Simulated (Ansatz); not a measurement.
# Si2Mo (I4/mmm): phonons along a line and the smearing

Aim: see how the phonons of Si2Mo (I4/mmm) along the first symmetry line respond to the electronic smearing. The first relaxation steps of the session are not shown, so no cell shown is the starting entry, unless a step says so.

Program: Ansatz 0.2.0. Level of theory: DFT PBE, scalar-relativistic, plane waves, PAW. Results are calculated unless marked as measured.

Most raw output is cut from this account.

### 1. The cell after earlier relaxation steps

It takes space group I4/mmm (No. 139, tetragonal). Conventional cell: a = 3.217 Å, b = 3.217 Å, c = 7.874 Å, α = 90.00°, β = 90.00°, γ = 90.00°. Si has 5 Si at 2.60 to 2.64 Å and 5 Mo at 2.62 to 2.64 Å nearest. Nearest to Mo lie 10 Si at 2.62 to 2.64 Å. Farther neighbours are not listed.

### 2. Tight relaxation

Phonons are second derivatives about the minimum, so the remaining forces must be small: the thresholds are tightened. Earlier relaxation steps are not shown.

input.yaml

```yaml
crystal:
  lattice:
    - [-1.6083640801, 1.6083640801, 3.9367668807]
    - [1.6083640801, -1.6083640801, 3.9367668807]
    - [1.6083640801, 1.6083640801, -3.9367668807]
  atoms:
    - { symbol: Si, position: [0.3350896242, 0.3350896242, 0.0] }
    - { symbol: Si, position: [0.6649103758, 0.6649103758, 0.0] }
    - { symbol: Mo, position: [0.0, 0.0, 0.0] }
kpoints:
  mp_grid: { grid: [12, 12, 12] }
hamiltonian:
  xc: pbe
scf:
  occupations: { method: methfessel_paxton, width: 0.2 }
output:
  forces: true
  stress: true
  eigenvalues: true
relax:
  adjacent_minimum: "off"
  f_tol: 0.001
  max_steps: 60
  cell: { stress_tol: 0.01 }
```

Command:

```console
$ ansatz run input.yaml --threads 4 --pin off --max-ram 8192MiB --backend cpu --events-out ev --progress --plain --runs-dir out
```

The job ended after 4.9 s (4 threads of Arm Neoverse V2, shared host; peak memory 0.42 GiB).

Little changed from the start: no atom moved by 0.005 Å and no cell edge by 0.1 %.

Numbers from this step:

```
pressure          : 5.34e-4 GPa
volume per atom   : 13.58 Å³
metallic on mesh  : yes
gap on the k-mesh : 0 eV
```

The largest force is now 4.1e-4 eV/Å and the largest stress component 0.0019 GPa, small enough for phonons.

### 3. Phonons along a line: Fermi–Dirac smearing of 0.1 eV

Each wavevector is solved by itself, so no interpolation smooths a dip of the branch.

input.yaml

```yaml
crystal:
  lattice:
    - [-1.6084683085, 1.6084683085, 3.936390077]
    - [1.6084683085, -1.6084683085, 3.936390077]
    - [1.6084683085, 1.6084683085, -3.936390077]
  atoms:
    - { symbol: Si, position: [0.3351196186, 0.3351196186, 0.0] }
    - { symbol: Si, position: [0.6648803814, 0.6648803814, 0.0] }
    - { symbol: Mo, position: [0.0, 0.0, 0.0] }
kpoints:
  mp_grid: { grid: [18, 18, 18] }
hamiltonian:
  xc: pbe
scf:
  occupations: { method: fermi_dirac, width: 0.1 }
output:
  eigenvalues: true
phonons:
  method: dfpt
  qpoints:
    - [0, 0, 0]
    - [0.0, 0.0, 0.166666667]
    - [0.0, 0.0, 0.333333333]
    - [0.0, 0.0, 0.5]
```

Run time: 6 min. Hardware: 4 threads; peak memory 4.1 GiB.

Each wavevector solved by linear response. Frequency against |q| along the line; 7 of 9 lines:

```tsv
|q| along the line (Å⁻¹)	mode 1 (cm⁻¹)	mode 2 (cm⁻¹)	mode 3 (cm⁻¹)	mode 4 (cm⁻¹)	mode 5 (cm⁻¹)	mode 6 (cm⁻¹)	mode 7 (cm⁻¹)
0.000	0	0	0	267	267	308	320
0.460	107	125	183	267	269	313	336
0.921	178	193	234	265	274	309	349
1.381	199	212	259	270	278	300	372
```

### 4. Wavevectors along a line: Fermi–Dirac smearing of 0.25 eV

input.yaml: that of step 3 with these lines changed.

```diff
@@ -14,3 +14,3 @@
 scf:
-  occupations: { method: fermi_dirac, width: 0.1 }
+  occupations: { method: fermi_dirac, width: 0.25 }
 output:
```

Wider smearing eases the sum over k-points of a metal but moves the result away from its zero-temperature value.

It took 6.7 min on 4 threads; peak memory 4.4 GiB.

Each wavevector solved by linear response. Table of frequency by |q| along the line; 7 of 9 lines:

```tsv
|q| along the line (Å⁻¹)	mode 1 (cm⁻¹)	mode 2 (cm⁻¹)	mode 3 (cm⁻¹)	mode 4 (cm⁻¹)	mode 5 (cm⁻¹)	mode 6 (cm⁻¹)	mode 7 (cm⁻¹)
0.000	0	0	0	269	269	308	318
0.460	104	125	181	266	271	315	333
0.921	173	195	234	257	276	310	348
1.381	194	214	257	259	280	300	372
```

Against step 3 (now smearing width 0.25 eV), the free energy moves by -13.1 meV an atom.

### 5. Wavevectors along a line: Fermi–Dirac smearing of 0.04 eV

input.yaml: that of step 4 with these lines changed.

```diff
@@ -14,3 +14,3 @@
 scf:
-  occupations: { method: fermi_dirac, width: 0.25 }
+  occupations: { method: fermi_dirac, width: 0.04 }
 output:
```

Narrower smearing comes nearer the zero-temperature value but asks more of the mesh.

Run time: 5.9 min. Hardware: 4 threads; peak memory 4.1 GiB.

Each wavevector solved by linear response. Frequency against |q| along the line; 7 of 9 lines:

```tsv
|q| along the line (Å⁻¹)	mode 1 (cm⁻¹)	mode 2 (cm⁻¹)	mode 3 (cm⁻¹)	mode 4 (cm⁻¹)	mode 5 (cm⁻¹)	mode 6 (cm⁻¹)	mode 7 (cm⁻¹)
0.000	0	0	0	267	267	309	320
0.460	107	126	183	267	269	313	336
0.921	178	193	234	265	274	309	348
1.381	199	213	259	272	278	301	373
```

Against step 3 (now smearing width 0.04 eV), the free energy moves by +1.2 meV an atom.

### 6. Wavevectors along a line: Methfessel–Paxton smearing of 0.2 eV

The smearing blurs the Fermi surface that screens the phonons; a Methfessel–Paxton width blurs it less than a thermal one.

input.yaml: that of step 5 with these lines changed.

```diff
@@ -14,3 +14,3 @@
 scf:
-  occupations: { method: fermi_dirac, width: 0.04 }
+  occupations: { method: methfessel_paxton, width: 0.2 }
 output:
```

The job ended after 6 min (4 threads; peak memory 4.1 GiB; 24 min of CPU time).

Each wavevector solved by linear response. Frequency against |q| along the line; 7 of 9 lines:

```tsv
|q| along the line (Å⁻¹)	mode 1 (cm⁻¹)	mode 2 (cm⁻¹)	mode 3 (cm⁻¹)	mode 4 (cm⁻¹)	mode 5 (cm⁻¹)	mode 6 (cm⁻¹)	mode 7 (cm⁻¹)
0.000	0	0	0	267	267	309	320
0.460	107	126	183	267	269	313	336
0.921	179	193	234	265	274	309	349
1.381	199	212	259	272	278	301	373
```

Against step 3 (now occupations Methfessel-Paxton and smearing width 0.2 eV), the free energy moves by +1.5 meV an atom.

### 7. The lowest branch at each setting

Lowest frequency against |q| along the line:

```tsv
|q| along the line (Å⁻¹)	fermi dirac 0.1 eV, k 18x18x18 (cm⁻¹)	fermi dirac 0.25 eV, k 18x18x18 (cm⁻¹)	fermi dirac 0.04 eV, k 18x18x18 (cm⁻¹)	methfessel paxton 0.2 eV, k 18x18x18 (cm⁻¹)
0.000	0	0	0	0
0.460	107	104	107	107
0.921	178	173	178	179
1.381	199	194	199	199
```

### 8. What came out

| Property | Result |
| --- | --- |
| phonon run of the rows without a label of their own | PBE, k 18×18×18 |
| lowest branch at the last solved point, Fermi–Dirac 0.1 eV | 199 cm⁻¹ at \|q\| = 1.38 Å⁻¹ |
| lowest branch at the last solved point, Fermi–Dirac 0.25 eV | 194 cm⁻¹ at \|q\| = 1.38 Å⁻¹ |
| lowest branch at the last solved point, Fermi–Dirac 0.04 eV | 199 cm⁻¹ at \|q\| = 1.38 Å⁻¹ |
| lowest branch at the last solved point, Methfessel–Paxton 0.2 eV | 199 cm⁻¹ at \|q\| = 1.38 Å⁻¹ |

No branch softens by more than 4 % of the top frequency as the smearing narrows, so no anomaly that hangs on the smearing shows at these points. The line holds 4 wavevectors, so a narrow dip between them would be missed. Between Fermi–Dirac 0.25 eV and Fermi–Dirac 0.04 eV the largest change, with modes counted by rank of frequency, is in mode 8 at |q| = 0.460 Å⁻¹, from 347 to 363 cm⁻¹. Where branches cross, a count by rank can hide a softening. At the narrowest width the k mesh may not resolve the Fermi surface, so part of the change can be mesh noise.

[Logs are printed without paths, hosts, clocks, repeated set-up lines and the standing remarks that a program may print on its own settings, such as how far it seeks lower states.]

[Hosts, paths, dates, database ids (printed as entryN), source tags and the programs' standing remarks are cut or masked in the printed files.]
